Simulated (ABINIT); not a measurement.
Computed results, one entry a study.

### Beyond one shot: AlN (P6_3mc)

The structure is hexagonal, space group P6_3mc (No. 186). The conventional cell has a = 3.113 Å, b = 3.113 Å, c = 4.981 Å, α = 90.00°, β = 90.00°, γ = 120.00°. Nearest to Al lie 4 N at 1.89 Å. Nearest to N lie 4 Al at 1.89 Å. Farther neighbours, and contacts between anions beyond the nearest, are not listed.

```yaml
method: RPA screening on PBE, plane waves, norm-conserving pseudopotentials (and 3 further levels or steps)
program: ABINIT 10.8.3
settings: cutoff 36 Ha, PseudoDojo scalar-relativistic 0.4.1 standard, norm-conserving, ngkpt (6, 6, 4), nband 161, ecuteps 7.2 Ha, inclvkb 2, shiftk (0, 0, 0), symchi 1, awtr 1, frequency ppm, 6×6×4 k-mesh
cost: 5 runs, 44 min in all on 8 MPI ranks of Intel Xeon 6975P-C (Granite Rapids), shared host
notes: The database entry behind the starting cell differs from other determinations of this structure. The program’s warnings: nkpt*nsppol () is not a multiple of nproc spkpt (). The cell and positions come from the Crystallography Open Database and are kept as given unless a step says otherwise. The first cycle of evGW0 takes the full correction, without the factor Z, so it overshoots the one-shot value.
g0w0: 5.604 eV
evgw0_cycle_1: 5.950 eV
evgw0_cycle_2: 5.849 eV
known_limits: short of the basis limit
```

Only the bands that the input lists are updated; the higher empty ones keep the functional's energies. evGW0 ends at 5.85 eV, +0.24 eV from G0W0, after 2 cycles that took 42 min beside the first screening; the last moved the gap by 0.101 eV, so the loop had not settled.

[Long decimals in the printed logs are rounded to 6 places.]

[Logs are printed without paths, hosts, clocks, repeated set-up lines and the standing remarks that a program may print on its own settings, such as how far it seeks lower states.]

[Paths, hosts, dates, memory and timing lines, banners, echoed tables and standing remarks are left out of the program output; an Ansatz launch command may be rebuilt from the run's recorded settings. Measured values are a selection of at most five: reports struck by readers or far from the other reports are left out. None is set beside runs whose start may be inverted or whose files or cutoffs have a known fault.]

[Runs of the session that timed out or met a known fault of the program may be left out.]

[Hosts, paths, dates, database ids (printed as entryN), source tags and the programs' standing remarks are cut or masked in the printed files.]

[G0W0 gaps are taken among the corrected bands and points alone; a level outside them can change the order at an edge.]

[Where Ansatz stands beside ABINIT at settings called matched, ABINIT's density can come from a denser mesh and the files from another edition; pairs whose starting gaps differed by over 0.03 eV were left out, so agreement reads better than it is.]
